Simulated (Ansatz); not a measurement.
# Elastic response of (11,0) carbon nanotube bundle (132 atoms): runs compared

Aim: relax (11,0) carbon nanotube bundle (132 atoms), then change its volume and shape to read moduli from the stress.

Computed with Ansatz 0.2.0: Kohn-Sham DFT, PBE+D3(BJ), PAW (set soft_2), plane waves.

## (1) The cell as built

The cell holds 132 atoms: 132 C. Cell: a = 11.913 Å, b = 11.913 Å, c = 12.549 Å, α = 90.0°, β = 90.0°, γ = 120.0°. It derives from C (graphene). Graphene sheet (a = 2.46 Å) rolled into a (11,0) tube of diameter 8.61 Å, 3 periods, hexagonal bundle with 3.3 Å between walls; minimised with a classical potential (one cell length free).

Limits known from the start: Sampling is at Γ alone.

## (2) The reference run

The reference is a single point at the end of the relaxation.

Every strained cell starts from the geometry of this run, and its atoms are relaxed with the cell held.

Its input, with most atom lines left out:

```yaml
crystal:
  lattice:
    - [11.74425, 0.0, 0.0]
    - [-5.87212, 10.47797, 0.0]
    - [0.0, 0.0, 12.81682]
  atoms:
    - { symbol: C, position: [0.36518, 1.0, 0.12032] }
    - { symbol: C, position: [0.4104, 0.11693, 0.06489] }
    - { symbol: C, position: [0.42282, 0.22538, 0.12046] }
    - { symbol: C, position: [0.39968, 0.31552, 0.06482] }
    - { symbol: C, position: [0.4104, 0.11693, 0.28701] }
    - { symbol: C, position: [0.42282, 0.22538, 0.23145] }
    - { symbol: C, position: [0.34329, 0.37945, 0.1204] }
    [... atom lines 8 to 132 left out ...]
kpoints:
  mp_grid: { grid: [1, 1, 1] }
hamiltonian:
  xc: pbe
  dispersion: d3bj
scf:
  occupations: { method: fermi_dirac, width: 0.025 }
output:
  forces: true
  stress: true
  populations: true
  dos:
    method: { smearing: { sigma: 0.15 } }
    de: 0.1
    projected: { site_lists: { C: [C] } }
  eigenvalues: true
  write_density: true
  write_potential: true
  volumetric_format: npy
```

* free energy per atom: -250.9367 eV/atom
* r.m.s. force component: 0.00596 eV/Å
* pressure: 0.002099 GPa

Filled and empty levels are parted by 0.798 eV at Γ alone; the mesh holds the band edges only if they fold onto it, so the gap at this level can be narrower or closed, while semilocal functionals tend to narrow gaps against experiment.

## (3) The runs

Each row is one run, on 4 threads of Arm Neoverse V1, shared host. The free energy is the program's total, comparable only between runs with the same functional, potentials and atoms.

| run | atoms | outcome | ionic steps, all passes | free energy (eV) | time | host memory (GiB) |
| --- | --- | --- | --- | --- | --- | --- |
| Single point at the start | 132 | converged | - | -33120.756 | 17 s | 1.9 |
| Cell and atoms relaxed | 132 | converged | 10 | -33123.640 | 3 min | 1.9 |
| Single point at the relaxed geometry | 132 | converged | - | -33123.640 | 33 s | 2.0 |
| Volume -3 % | 132 | converged | 2 | -33123.147 | 49 s | 1.9 |
| Volume +3 % | 132 | converged | 2 | -33123.213 | 49 s | 2.0 |
| Volume -6 % | 132 | converged | 4 | -33121.624 | 88 s | 1.9 |
| Volume +6 % | 132 | converged | 4 | -33122.027 | 92 s | 2.1 |
| Volume -10 % | 132 | converged | 4 | -33117.475 | 85 s | 1.9 |
| Stretched by 1 % along x | 132 | converged | 3 | -33123.625 | 64 s | 2.0 |
| Compressed by 1 % along x | 132 | converged | 4 | -33123.630 | 79 s | 1.9 |
| Sheared by 2 % in xy | 132 | converged | 3 | -33123.640 | 63 s | 2.0 |

In some runs the program notes that positions were snapped to a detected symmetry, the exchange-correlation potential is rough where the density is thin and the SCF threshold is loose for the stress.

## (4) Pressure against volume

Atoms are relaxed at each volume, in the scaled cell.

| volume change (%) | volume (Å³/atom) | energy change (meV/atom) | pressure (GPa) | largest move on relaxing (Å) | bonds | gap (eV) |
| --- | --- | --- | --- | --- | --- | --- |
| -10 | 10.754 | 46.70 | 13.95 | 0.18 | 198 | 0.271 |
| -6 | 11.231 | 15.27 | 7.30 | 0.10 | 198 | 0.554 |
| -3 | 11.590 | 3.73 | 3.89 | 0.04 | 198 | 0.786 |
| +0 | 11.948 | 0.00 | 0.00 | - | 198 | 0.798 |
| +3 | 12.307 | 3.23 | -3.30 | 0.04 | 198 | 0.723 |
| +6 | 12.665 | 12.21 | -5.21 | 0.10 | 198 | 0.597 |

## (5) Uniaxial strain and shear

Stress (GPa, compression positive) less that of the relaxed cell, atoms relaxed:

| strain | xx | yy | zz | xy | energy change (meV/atom) |
| --- | --- | --- | --- | --- | --- |
| stretched by 1 % along x | -0.301 | -0.216 | -0.052 | 0.000 | 0.11 |
| compressed by 1 % along x | 0.487 | 0.331 | 0.128 | 0.000 | 0.07 |
| sheared by 2 % in xy | -0.008 | -0.016 | 0.014 | -0.043 | 0.00 |

## (6) Outcome

The bulk modulus, from the slope of pressure against ln V over the three points nearest the relaxed volume, is 120 GPa; between neighbouring points the slope runs 153, 108, 128, 112 and 66 GPa from the smallest volume up, without a steady fall, so no pressure derivative is given. The gap goes from 0.271 eV at the smallest volume to 0.597 eV at the largest, not monotonically (lowest 0.271, highest 0.798 eV), on the run's k-points. Stretch and compression disagree (xx stress changes of -0.30 and 0.49 GPa), so C11 is only a mean of unlike responses. In the Cartesian axes of the cell, finite differences give C11 = 39.4, C12 = 27.4, C13 = 8.99 and C66 = 2.13 GPa (the shear of 2 % is the engineering strain, εxy = 0.01).

Caveats: Strains are finite and relaxations stop at the force tolerance of the input, which can leave moduli too stiff; they are those of a static cell at zero temperature. Volumes are changed with the cell's shape held, so in an anisotropic solid the modulus lies over the one under free hydrostatic load. The program notes that the SCF threshold of the relaxations is loose for the stress.

The DFT runs together took 13 min of wall time.

[Logs are printed without paths, hosts, clocks, repeated set-up lines and the standing remarks that a program may print on its own settings, such as how far it seeks lower states.]

[Hosts, paths, dates, database ids (printed as entryN), source tags and the programs' standing remarks are cut or masked in the printed files.]
